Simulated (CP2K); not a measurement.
Two runs for the C K edge of methylthioallene. Run A: CP2K XAS_TDP, all-electron GAPW, PBEh(45%), aug-cc-pVDZ, TDA, no relativity. Run B differs in one setting.

First lines with a strength over 0.0015. A:

```
                     atom  energy (eV)  states  strength, one atom
 C1 (bonded to C and 2 H)       281.41       1              0.0472
                                283.81       1              0.0056
                                284.33       1              0.0035
                                285.39       1              0.0022
                                285.40       1              0.0094
       C2 (bonded to 2 C)       281.39       1              0.0525
                                281.94       1              0.0529
                                286.69       1              0.0017
                                286.88       1              0.0020
                                288.20       1              0.0018
C3 (bonded to C, S and H)       282.51       1              0.0508
                                283.62       1              0.0141
                                285.10       1              0.0073
                                285.50       1              0.0023
                                286.28       1              0.0042
 C5 (bonded to S and 3 H)       283.85       1              0.0362
                                284.54       1              0.0086
                                284.88       1              0.0079
                                285.35       1              0.0163
                                285.39       1              0.0191
```

B:

```
                     atom  energy (eV)  states  strength, one atom
 C1 (bonded to C and 2 H)       287.38       1              0.0462
                                289.77       1              0.0055
                                290.30       1              0.0034
                                291.35       1              0.0022
                                291.37       1              0.0092
       C2 (bonded to 2 C)       286.89       1              0.0515
                                287.44       1              0.0519
                                292.19       1              0.0017
                                292.38       1              0.0019
                                293.69       1              0.0018
C3 (bonded to C, S and H)       287.93       1              0.0499
                                289.04       1              0.0138
                                290.52       1              0.0071
                                290.91       1              0.0022
                                291.70       1              0.0042
 C5 (bonded to S and 3 H)       289.82       1              0.0354
                                290.51       1              0.0084
                                290.85       1              0.0077
                                291.31       1              0.0159
                                291.36       1              0.0187
```

Question: Which was it: the functional, the basis, GW2X switched on, scalar relativity switched on?

GW2X switched on. GW2X shifts an atom's lines together and keeps their spacings. Against PBEh(45%) in aug-cc-pVDZ, the leading lines move by +5.97 eV (C1, to 287.38), +5.50 eV (C2, to 286.89), +5.42 eV (C3, to 287.93) and +5.97 eV (C5, to 289.82).

[Banner, clock and machine lines of the logs are left out without a mark of their own.]

[Logs are printed without paths, hosts, clocks, repeated set-up lines and the standing remarks that a program may print on its own settings, such as how far it seeks lower states.]

[Hosts, paths, dates, database ids (printed as entryN), source tags and the programs' standing remarks are cut or masked in the printed files.]
